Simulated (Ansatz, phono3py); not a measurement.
## Heat carried by phonons in CaO (Lime, Fm-3m)

Wanted: κ(T), lifetimes and mean free paths for CaO (Lime).

Experimental results on record:
- thermal conductivity 27 W/m/K near room temperature (given in “Combining the AFLOW GIBBS and Elastic Libraries to efficiently and robustly screen thermo-mechanical properties of solids”, 2017, arXiv:1611.05714)
- thermal conductivity 27 W/m/K near room temperature (given in “Predicting the lattice thermal conductivity of solids by solving the Boltzmann transport equation: AFLOW - AAPL an automated, accurate and efficient framework”, 2017, arXiv:1611.05481)

Main program and level: Ansatz 0.2.0; DFT LDA, scalar-relativistic, plane waves, PAW; PAW set soft_1.

## Step 1: The structure

Symmetry: Fm-3m, No. 225, cubic system. Conventional cell: a = 4.813 Å, b = 4.813 Å, c = 4.813 Å, α = 90.00°, β = 90.00°, γ = 90.00°. Nearest to Ca lie 6 O at 2.41 Å. O has 6 Ca at 2.41 Å nearest. Farther neighbours and most contacts between anions are not listed.

Structure file:

```cif
data_structure
_symmetry_space_group_name_H-M 'P 1'
_symmetry_Int_Tables_number 1
_cell_length_a 3.4033
_cell_length_b 3.4033
_cell_length_c 3.4033
_cell_angle_alpha 60.000
_cell_angle_beta 60.000
_cell_angle_gamma 60.000
_cell_volume 27.87
loop_
_atom_site_label
_atom_site_type_symbol
_atom_site_fract_x
_atom_site_fract_y
_atom_site_fract_z
_atom_site_occupancy
Ca1 Ca 0.00000 0.00000 0.00000 1
O2 O 0.50000 0.50000 0.50000 1
```

## Step 2: A first coarse run

A cheap single point shows whether the cell is a metal or an insulator and how far it is from rest; that sets the k-mesh and the occupations of what follows.

input.yaml reads:

```yaml
crystal:
  lattice:
    - [0.0, 2.4065, 2.4065]
    - [2.4065, 0.0, 2.4065]
    - [2.4065, 2.4065, 0.0]
  atoms:
    - { symbol: Ca, position: [0.0, 0.0, 0.0] }
    - { symbol: O, position: [0.5, 0.5, 0.5] }
kpoints:
  mp_grid: { grid: [6, 6, 6] }
hamiltonian:
  xc: lda
  pseudopotentials: { kind: paw, azcp: { folder: soft_1 }, xc_functional: pbe }
scf:
  occupations: { method: gaussian, width: 0.1 }
  lower_state_search: "off"
output:
  forces: true
  stress: true
  eigenvalues: true
```

Command:

```
$ ansatz run input.yaml --threads 8 --pin off --max-ram 19456MiB --backend cpu --events-out ev --progress --plain --runs-dir out
```

Numbers of over 12 decimals in the logs are rounded to 6 here.

The log of the run:

```text
Engine: ansatz 0.2.0, aarch64-unknown-linux-gnu
Pseudopotentials: kind: paw
Pseudopotential: Ca, paw, valence charge 10, recommended cutoff 420 eV (normal), soft_1/Ca.paw.azcp
Pseudopotential: O, paw, valence charge 6, recommended cutoff 420 eV (normal), soft_1/O.paw.azcp
Functional definition: SPW92
  exchange = slater_x
  correlation = pw_c
Crystal: 2 atoms, lattice volume = 27.873 Å³
Basis set: ecut = 420 eV, 537 PW (Γ)
Bands: 12, of which v1, the nominal top of the filled ones, is band 8 counted from 1 (7 counted from 0)
Symmetry: 48 space group operations
Space group: Fm-3m (ITA 225), of the structure as read, at distance tolerance 3.0e-5 Å
k-points: 16 of 216
Non-local potential: Ca, projectors of the file, l = 0: 3, l = 1: 2, l = 2: 2
Non-local potential: O, projectors of the file, l = 0: 2, l = 1: 2, l = 2: 1
PAW form: soft (Blöchl's): semilocal exchange-correlation on the pseudo side does not see the compensation charge
PAW frozen core: Ca, regenerated for the run's functional, and the local potential with it (the file was generated under x = pbe(κ = 0.804, μ = 0.219515), c = pbe(β = 0.066725))
PAW frozen core: O, regenerated for the run's functional, and the local potential with it (the file was generated under x = pbe(κ = 0.804, μ = 0.219515), c = pbe(β = 0.066725))
PAW one-centre angular grid: Ca, 110 points (default); XC on 64 Gauss nodes
PAW one-centre angular grid: O, 110 points (default); XC on 64 Gauss nodes
Initial density: superposition of atomic densities (chi_scale 0.1, normalization cell, long waves kept (reshape's long-wave potential 0.00 eV rms))
Initial wavefunctions: pseudopotential atomic-orbital guess
Functional: x = slater, c = lda
SCF iter   1: F=—  HF=-2332.393726 eV  |F-HF|=—  |Δ(HF+E_count)|=         —  Δρ=1.15e-1  dr2=3.37e0  ethr=3.10e-3  ⟨swp⟩=6.4  Hψ=1288  notcnv=0
preconditioner: auto → none  [insulator: Δε(μ)=1.762 eV  Ē_g=17.369 eV  σ=0.100 eV  W_gap=1.00  n_scr=8 (ndim 8)  ℏωp=26.3 eV  f_vac=0.000  D(μ)=0.00/eV (n_scr^D=0)  ε∞_Penn≈3.3]
SCF iter   2: F=—  HF=-2331.596373 eV  |F-HF|=—  |Δ(HF+E_count)|=   7.97e-1  Δρ=2.07e-2  dr2=1.10e-1  ethr=3.10e-3  ⟨swp⟩=2.8  Hψ=531  notcnv=0
SCF iter   3: F=—  HF=-2331.597347 eV  |F-HF|=—  |Δ(HF+E_count)|=   9.75e-4  Δρ=9.32e-3  dr2=2.03e-2  ethr=6.89e-4  ⟨swp⟩=2.1  Hψ=251  notcnv=0
SCF iter   4: F=—  HF=-2331.603651 eV  |F-HF|=—  |Δ(HF+E_count)|=   6.30e-3  Δρ=8.37e-4  dr2=1.91e-4  ethr=1.27e-4  ⟨swp⟩=2.0  Hψ=237  notcnv=0
SCF iter   5: F=—  HF=-2331.603613 eV  |F-HF|=—  |Δ(HF+E_count)|=   3.88e-5  Δρ=1.48e-4  dr2=5.59e-6  ethr=1.20e-6  ⟨swp⟩=2.4  Hψ=313  notcnv=0
SCF iter   6: F=—  HF=-2331.603611 eV  |F-HF|=—  |Δ(HF+E_count)|=   1.93e-6  Δρ=3.57e-5  dr2=3.43e-7  ethr=3.49e-8  ⟨swp⟩=2.0  Hψ=240  notcnv=0
SCF iter   7: F=-2331.603611 eV  HF=-2331.603611 eV  |F-HF|=1.62e-8  |Δ(HF+E_count)|=   7.47e-8  Δρ=7.60e-6  dr2=1.78e-8  ethr=6.25e-10  ⟨swp⟩=4.9  Hψ=775  notcnv=0
SCF 1 converged in 7 iterations: F = -2331.603611 eV  dr2 = 1.78e-8
  greatest PAW one-centre occupation: 0.996 electrons in one spin orbital (limit 2), on the Ca atom at site 0 (counted from 0), in its partial waves of l = 0
SCF converged after 7 iterations
Free energy (F): -2331.603611 eV
Harris-Foulkes:  -2331.603611 eV  (|F-HF|=1.62e-8)
Internal energy: -2331.603611 eV  (E = F + TS)
E sigma→0 (E₀):  -2331.603611 eV
Fermi energy:    8.991069 eV
--- Per-component energies (eV) ---
  E_band       = -105.170464
  E_kinetic    = 422.836159
  E_local      = -895.183030  (includes V_loc(G=0)·N_el)
  E_nonlocal   = 147.614234
  E_hartree    = 293.661424
  E_xc         = -198.213787
  E_vxc        = -250.556098  (∫ρ·V_xc dr)
  E_paw        = -974.319591  (= ΣΔE_a)
  E_vpaw       = -117.204206  (= ΣTr[D̂ρ^β])
  E_aug_tail   = 0.000790  (compensation charges beyond the density's cutoff)
  E_ewald      = -1128.379897
  E_core_change = 0.380088  (= ΣΔE_core)
  E_smearing   = -0.000000  (= −TS)
  E_closure    = -0.000000  (closes the sum)
  Σ components = -2331.603611   (vs F -2331.603611, Δ=0.00e0)
--- Forces (eV/Å), atoms counted from 1 ---
  atom   1  Ca    -0.00000000     0.00000000     0.00000000
  atom   2  O      0.00000000    -0.00000000    -0.00000000
  max |Σ_I F_I| component: 1.27e-29 eV/Å
--- Stress (GPa, compression-positive) ---
       -7.417739      -0.000000       0.000000
        0.000000      -7.417739       0.000000
        0.000000       0.000000      -7.417739
  P = ⅓ Tr σ = -7.4177 GPa (-74.177 kbar)
--- Band table (eV; the first three rows and the last of 16) ---
  k-point 0: bands = [... 4 lower, -7.9526, 7.2477, 7.2477, 7.2477, 11.7799, 13.3647, 13.3647, 13.3647]
  k-point 1: bands = [... 4 lower, -7.5832, 6.3677, 6.8942, 6.8942, 12.8893, 13.3357, 13.8291, 13.8291]
  k-point 2: bands = [... 4 lower, -6.9891, 5.0890, 6.2961, 6.2961, 13.6614, 14.7965, 14.8999, 14.8999]
  k-point 15: bands = [... 4 lower, -7.4066, 6.0190, 6.1614, 6.4238, 12.1384, 14.8097, 15.5425, 16.7620]
```

Wall time 0.78 s (8 threads of Arm Neoverse V1, shared host); peak memory 0.26 GiB.

In the SCF lines HF is the Harris–Foulkes energy and dr2 the Hartree energy of the density residual, in eV; the loop may stop once dr2 is under the threshold and the program's other checks hold. Hψ counts applications of the Hamiltonian.

A gap read on the k-mesh alone can miss the band edges.

Numbers from this step:

```yaml
pressure: -7.418 GPa
gap_on_the_k_mesh: 3.487 eV
volume_per_atom: 13.94 Å³/atom
```

The start is under -7.4 GPa at this level and looks like an insulator or semiconductor on this mesh.

## Step 3: Finding the static equilibrium

The vibrations must be taken about the equilibrium of this functional, not about the starting cell, so the structure is relaxed.

input.yaml, the sections that differ from step 2:

```yaml
kpoints:
  mp_grid: { grid: [8, 8, 8] }
scf:
  occupations: { method: gaussian, width: 0.02 }
  lower_state_search: "off"
relax:
  adjacent_minimum: "off"
  f_tol: 0.005
  max_steps: 80
  cell: { stress_tol: 0.05 }
# crystal, hamiltonian, output: as in step 2
```

The log of the run:

```text
[...]
Crystal: 2 atoms, lattice volume = 27.873 Å³
Basis set: ecut = 420 eV, 537 PW (Γ)
Bands: 12, of which v1, the nominal top of the filled ones, is band 8 counted from 1 (7 counted from 0)
Symmetry: 48 space group operations
[...]
k-points: 29 of 512
[...]
SCF iter   1: F=—  HF=-2332.394793 eV  |F-HF|=—  |Δ(HF+E_count)|=         —  Δρ=1.15e-1  dr2=3.37e0  ethr=3.10e-3  ⟨swp⟩=7.1  Hψ=2427  notcnv=0
[...]
SCF iter   7: F=-2331.603935 eV  HF=-2331.603935 eV  |F-HF|=2.01e-8  |Δ(HF+E_count)|=   8.75e-8  Δρ=8.57e-6  dr2=2.20e-8  ethr=6.25e-10  ⟨swp⟩=4.9  Hψ=1507  notcnv=0
SCF 1 converged in 7 iterations: F = -2331.603935 eV  dr2 = 2.20e-8
[...]
relax step   1: F+E_penalty+E_count = -2331.60393523 eV  Δ(F+E_penalty+E_count) = +0.000e0 eV  max|allowed force component| = 4.602e-29 eV/Å  Δτ_max = 0.0000 Å  P = -7.418 GPa  Ω = 27.873 Å³  (7 SCF iters, dr2 threshold 1.00e-7 eV, accepted)
Crystal: 2 atoms, lattice volume = 25.711 Å³
Basis set: ecut = 420 eV, 531 PW (Γ)
[...]
iter 1 solved again at ethr=2.12e-5 eV; its pass at ethr=3.10e-3 eV (dr2=3.40e-3 eV) is discarded
[...]
SCF iter   6: F=-2331.649236 eV  HF=-2331.649236 eV  |F-HF|=1.76e-10  |Δ(HF+E_count)|=   5.67e-8  Δρ=1.69e-6  dr2=3.40e-10  ethr=7.77e-10  ⟨swp⟩=2.4  Hψ=1103  notcnv=0
SCF 2 converged in 6 iterations: F = -2331.649236 eV  dr2 = 3.40e-10
relax step   2: F+E_penalty+E_count = -2331.64923618 eV  Δ(F+E_penalty+E_count) = -4.530e-2 eV  max|allowed force component| = 9.433e-30 eV/Å  Δτ_max = 0.0000 Å  P = +2.124 GPa  Ω = 25.711 Å³  energy of the carried Pulay correction = +5.052e-3 eV  (6 SCF iters, dr2 threshold 2.00e-7 eV, accepted)
Crystal: 2 atoms, lattice volume = 26.163 Å³
[...]
SCF iter   5: F=-2331.650785 eV  HF=-2331.650785 eV  |F-HF|=7.77e-10  |Δ(HF+E_count)|=   1.92e-7  Δρ=7.87e-6  dr2=5.31e-9  ethr=1.25e-9  ⟨swp⟩=5.0  Hψ=1603  notcnv=0
SCF 3 converged in 5 iterations: F = -2331.650785 eV  dr2 = 5.31e-9
relax step   3: F+E_penalty+E_count = -2331.65078456 eV  Δ(F+E_penalty+E_count) = -1.548e-3 eV  max|allowed force component| = 5.686e-30 eV/Å  Δτ_max = 0.0000 Å  P = -0.217 GPa  Ω = 26.163 Å³  energy of the carried Pulay correction = +3.964e-3 eV  (5 SCF iters, dr2 threshold 2.00e-7 eV, accepted)
[...]
relax step   4: F+E_penalty+E_count = -2331.65091616 eV  Δ(F+E_penalty+E_count) = -1.316e-4 eV  max|allowed force component| = 3.977e-30 eV/Å  Δτ_max = 0.0000 Å  P = -0.005 GPa  Ω = 26.120 Å³  energy of the carried Pulay correction = +4.066e-3 eV  (4 SCF iters, dr2 threshold 1.18e-7 eV, accepted)
[...]
relax step   5: F+E_penalty+E_count = -2331.64799576 eV  Δ(F+E_penalty+E_count) = +2.920e-3 eV  max|allowed force component| = 6.804e-30 eV/Å  Δτ_max = 0.0000 Å  P = -0.211 GPa  Ω = 26.120 Å³  stress off target by 2.11e-1 GPa  SCF on the basis re-selected at this cell (its energy is not comparable with the rows above)  (7 SCF iters)
[...]
relax step   6: F+E_penalty+E_count = -2331.64812393 eV  Δ(F+E_penalty+E_count) = -1.282e-4 eV  max|allowed force component| = 4.628e-29 eV/Å  Δτ_max = 0.0000 Å  P = +0.001 GPa  Ω = 26.078 Å³  energy of the carried Pulay correction = +1.005e-4 eV  (4 SCF iters, dr2 threshold 1.11e-7 eV, accepted)
[...]
SCF iter   1: F=—  HF=-2331.648081 eV  |F-HF|=—  |Δ(HF+E_count)|=         —  Δρ=8.39e-6  dr2=1.05e-8  ethr=2.22e-6  ⟨swp⟩=2.4  Hψ=3239  notcnv=0
eigensolver tolerance schedule: the retry pair's looser diagonalisation over-reported the residual by 33991.95 of it (diagonalisation noise at an unbounded share of the residual, at the tolerance the schedule requests for it); recorded, not acted on — ethr = c·dr2/N_el stays at c = 1.0e-1
SCF iter   2: F=—  HF=-2331.648079 eV  |F-HF|=—  |Δ(HF+E_count)|=   1.97e-6  Δρ=9.00e-6  dr2=1.82e-8  ethr=6.54e-11  ⟨swp⟩=2.9  Hψ=704  notcnv=0
[...]
SCF iter   6: F=-2331.648079 eV  HF=-2331.648079 eV  |F-HF|=6.37e-12  |Δ(HF+E_count)|=  5.41e-11  Δρ=1.97e-7  dr2=7.54e-12  ethr=1.00e-12  ⟨swp⟩=3.3  Hψ=1428  notcnv=0
SCF 7 converged in 6 iterations: F = -2331.648079 eV  dr2 = 7.54e-12
relax step   7: F+E_penalty+E_count = -2331.64807873 eV  Δ(F+E_penalty+E_count) = +4.520e-5 eV  max|allowed force component| = 6.232e-29 eV/Å  Δτ_max = 0.0000 Å  P = -0.003 GPa  Ω = 26.078 Å³  stress off target by 2.74e-3 GPa  SCF on the basis re-selected at this cell (its energy is not comparable with the rows above)  (6 SCF iters)
[...]
SCF converged after 6 iterations
Free energy (F): -2331.648079 eV
[...]
Internal energy: -2331.648079 eV  (E = F + TS)
E sigma→0 (E₀):  -2331.648079 eV
Fermi energy:    9.732089 eV
[...]
--- Stress (GPa, compression-positive) ---
       -0.002738      -0.000000      -0.000000
       -0.000000      -0.002738      -0.000000
       -0.000000      -0.000000      -0.002738
  P = ⅓ Tr σ = -0.0027 GPa (-0.027 kbar)
--- Band table (eV; the first three rows and the last of 29) ---
  k-point 0: bands = [... 4 lower, -7.3202, 8.0078, 8.0078, 8.0078, 13.0990, 14.2775, 14.2775, 14.2775]
  k-point 1: bands = [... 4 lower, -7.0142, 7.4393, 7.7681, 7.7681, 13.7918, 14.2416, 14.5682, 14.5682]
  k-point 2: bands = [... 4 lower, -6.4388, 6.3622, 7.2602, 7.2602, 14.3292, 15.2787, 15.3343, 15.3343]
  k-point 28: bands = [... 4 lower, -6.5413, 6.5980, 6.9379, 6.9379, 14.3960, 14.3960, 16.8291, 17.9781]
--- Relaxed structure (5 steps of the walk, 5 accepted, 2 SCFs on fresh bases) ---
  F+E_penalty+E_count = -2331.64807873 eV   max|allowed force component| = 6.232e-29 eV/Å   (the final SCF, on the basis selected at the relaxed cell)
  cell:  # Å, volume = 26.0779 Å³
    - [0, 2.353681, 2.353681]
    - [2.353681, 0, 2.353681]
    - [2.353681, 2.353681, 0]
  atoms:
    - { symbol: Ca, position: [0, 0, 0] }
    - { symbol: O, position: [0.500000, 0.500000, 0.500000] }
```

Elapsed: 1.4 s, on 8 threads; peak memory 0.29 GiB.

Relaxation path:

| step | energy less that of the first step (eV) | largest force component (eV/Å) | pressure (GPa) | volume (Å³) |
| --- | --- | --- | --- | --- |
| 1 | 0.0000 | 0.0000 | -7.42 | 27.87 |
| 2 | -0.0453 | 0.0000 | 2.12 | 25.71 |
| 3 | -0.0468 | 0.0000 | -0.22 | 26.16 |
| 4 | -0.0470 | 0.0000 | -0.01 | 26.12 |
| 5* | -0.0441 | 0.0000 | -0.21 | 26.12 |
| 6 | -0.0442 | 0.0000 | 0.00 | 26.08 |
| 7* | -0.0441 | 0.0000 | 0.00 | 26.08 |

Relaxation steps marked * repeat the geometry before them on a plane-wave basis chosen anew for their cell, so energy and pressure can jump there.

Forces are held to the 48 operations that the run works with; a distortion that breaks them can't arise in this run.

| conventional cell, symmetrised | before | after | change |
| --- | --- | --- | --- |
| a (Å) | 4.813 | 4.707 | -2.2 % |
| b (Å) | 4.813 | 4.707 | -2.2 % |
| c (Å) | 4.813 | 4.707 | -2.2 % |
| volume (Å³/atom) | 13.94 | 13.04 | -6.4 % |

The relaxed structure:

```
Ca O
1.0
     0.00000    2.35368    2.35368
     2.35368    0.00000    2.35368
     2.35368    2.35368    0.00000
Ca O
1 1
Direct
  0.00000 0.00000 0.00000
  0.50000 0.50000 0.50000
```

This step gave:

```
pressure          : -0.002738 GPa
gap on the k-mesh : 3.449 eV
volume per atom   : 13.04 Å³/atom
```

The relaxation ends with a pressure of 0.00 GPa.

## Step 4: Relaxing to small residual forces and stress

The thresholds are tightened for a last relaxation ahead of the phonons, and where mesh or smearing change with them the cell follows.

input.yaml, the sections that differ from step 3:

```yaml
crystal:
  lattice:
    - [0.0, 2.3536805413, 2.3536805413]
    - [2.3536805413, 0.0, 2.3536805413]
    - [2.3536805413, 2.3536805413, 0.0]
  atoms:
    - { symbol: Ca, position: [0.0, 0.0, 0.0] }
    - { symbol: O, position: [0.5, 0.5, 0.5] }
kpoints:
  mp_grid: { grid: [9, 9, 9] }
scf:
  occupations: { method: fixed }
  lower_state_search: "off"
relax:
  adjacent_minimum: "off"
  f_tol: 0.001
  max_steps: 60
  cell: { stress_tol: 0.01 }
# hamiltonian, output: as in step 3
```

The log of the run:

```text
[...]
Crystal: 2 atoms, lattice volume = 26.078 Å³
Basis set: ecut = 420 eV, 531 PW (Γ)
Bands: 12, of which v1, the nominal top of the filled ones, is band 8 counted from 1 (7 counted from 0)
Symmetry: 48 space group operations
[...]
k-points: 35 of 729
[...]
k-point 34: bands = [... 4 lower, -6.5125, 6.4972, 6.8935, 7.0128, 13.9449, 14.9570, 16.8775, 17.8511]
--- Relaxed structure (1 steps of the walk, 1 accepted, 1 SCFs on fresh bases) ---
[...]
cell:  # Å, volume = 26.0779 Å³
    - [0.0, 2.3536805413, 2.3536805413]
    - [2.3536805413, 0.0, 2.3536805413]
    - [2.3536805413, 2.3536805413, 0.0]
  atoms:
    - { symbol: Ca, position: [0.0, 0.0, 0.0] }
    - { symbol: O, position: [0.5, 0.5, 0.5] }
[key lines of the parts left out:]
SCF converged after 7 iterations
Free energy (F): -2331.647970 eV
Fermi energy:    8.007763 eV
P = ⅓ Tr σ = -0.0036 GPa (-0.036 kbar)
```

Wall time 0.54 s (8 threads); peak memory 0.28 GiB.

Little changed from the start: no atom moved by 0.005 Å and no cell edge by 0.1 %.

Numbers from this step:

```
pressure          : -0.003577 GPa
gap on the k-mesh : 3.509 eV
```

The residual pressure is -0.0036 GPa, small enough for phonons.

## Step 5: A faulty attempt

This input was changed on purpose, to see how the program answers.

input.yaml, the sections that differ from step 4:

```yaml
kpoints:
  mp_grid: { grid: [6, 6, 6] }
scf:
  occupations: { method: fixed }
  lower_state_search: "off"
  max_iter: 100
output:
  eigenvalues: true
phonons:
  supercell: [2, 2, 2]
  dielectric: false
  third_order: { supercell: [2, 2, 2], pair_cutoff: 2.504 }
  lattice_thermal_conductivity:
    qmesh: [11, 11, 11]
    temperatures: [300]
    isotope_mass_variance:
      - { species: Ca, variance: -0.0001 }
      - { species: O, variance: -0.0001 }
# crystal, hamiltonian: as in step 4
# relax: removed
```

The log of the run:

```text
Error: 2 input errors — fix all and re-run
  1. invalid value for `phonons.lattice_thermal_conductivity.isotope_mass_variance[].variance`: must be finite and ≥ 0; got -0.0001
  2. invalid value for `phonons.lattice_thermal_conductivity.isotope_mass_variance[].variance`: must be finite and ≥ 0; got -0.0001
```

The job ended after 0.02 s (8 threads; peak memory 0.032 GiB).

The program refused the input before any cycle.

The program's message: “Error: 2 input errors — fix all and re-run
  1. invalid value for `phonons.lattice_thermal_conductivity.isotope_mass_variance[].variance`: must be finite and ≥ 0; got -0.0001
  2. invalid value for `p …”

The fault put into the input: a negative mass variance.

[end of part 1 of 4]

[Logs are printed without paths, hosts, clocks, repeated set-up lines and the standing remarks that a program may print on its own settings, such as how far it seeks lower states.]

[Hosts, paths, dates, database ids (printed as entryN), source tags and the programs' standing remarks are cut or masked in the printed files.]

[A step with changed settings may run another functional than the one named; its input shows which.]

[Pressures of single members of a volume series are the stress at the run's cutoff; with an incomplete basis they can lie off −dE/dV of the same runs, and they are not shown converged.]
